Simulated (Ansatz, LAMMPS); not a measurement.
# Gap against volume in glassy 40SiO2-28Al2O3-16Li2O-16SrO (mol %) (85 atoms)

Density of this cell: 3.21 g/cm³. The cell holds 85 atoms: 10 Si, 14 Al, 8 Li, 4 Sr and 49 O. Cell: a = 9.765 Å, b = 9.843 Å, c = 9.971 Å, α = 90.1°, β = 92.0°, γ = 89.0°. The starting structure: 85 atoms (10 Si, 14 Al, 8 Li, 4 Sr, 49 O) placed at random at 3.29 g/cm³, melted at 4000 K for 10 ps at fixed volume with the Morse and Coulomb pair potential with partial charges (Pedone, Malavasi, Menziani, Cormack and Segre, J. Phys. Chem. B 110, 11780 (2006)). Quenched from 4000 K to 300 K at 6 K/ps and fixed volume, held 5 ps, then minimised at fixed cell.

Calculated with Ansatz 0.2.0: Kohn-Sham DFT, PBEsol, PAW (set soft_2), plane waves; cutoff 420 eV, Γ point, fixed occupations. The relaxed cell was scaled evenly and the atoms were relaxed at each volume. The gap is that between the highest filled and the lowest empty Kohn-Sham level on the run's k-points.

| volume (Å³/atom) | gap (eV) |
| --- | --- |
| 10.140 | 4.090 |
| 10.591 | 3.903 |
| 10.929 | ? |
| 11.267 | 3.696 |
| 11.605 | 3.587 |
| 11.943 | 3.455 |

**Question.** Fit a straight line in ln V to the rows given and interpolate to the withheld row.

Worked fit:

A volume deformation potential makes the spacing linear in u = ln(V/V0), with V0 = 11.267 Å³ the relaxed volume; v is the spacing.

```
u = ln(V/V0)  v (eV)
   -0.105359  4.0901
  -0.0618751  3.9032
           0  3.6963
   0.0295581  3.5871
   0.0582689  3.4549
```

With n = 5: mean u = -0.0158815, mean v = 3.74632, Σ(u − ū)² = 0.017937, Σ(u − ū)(v − v̄) = -0.067614. Slope b = -0.067614 / 0.017937 = -3.7696; intercept a = v̄ − b ū = 3.6865.

At the withheld volume u = -0.03046, and v = a + b u.

Prediction at 10.929: 3.801 eV. The run gave 3.816 eV, so the fit is low by 0.015 eV (0.39 % of the value).

The slope, -3.77 eV, says that the spacing narrows on expansion. Among the rows given, the largest miss of the fit is at 10.591, by 0.016 eV (2.6 % of the range of the table).

Limits: The table spans 16 % in volume, wide for a linear law. Semilocal functionals tend to put gaps under measured ones. Only the Γ point is sampled. Atoms move by up to 1.5 Å in these relaxations, so the structure changes along the series. Defect or tail levels can set the spacing of a disordered cell.

[Logs are printed without paths, hosts, clocks, repeated set-up lines and the standing remarks that a program may print on its own settings, such as how far it seeks lower states.]

[Hosts, paths, dates, database ids (printed as entryN), source tags and the programs' standing remarks are cut or masked in the printed files.]
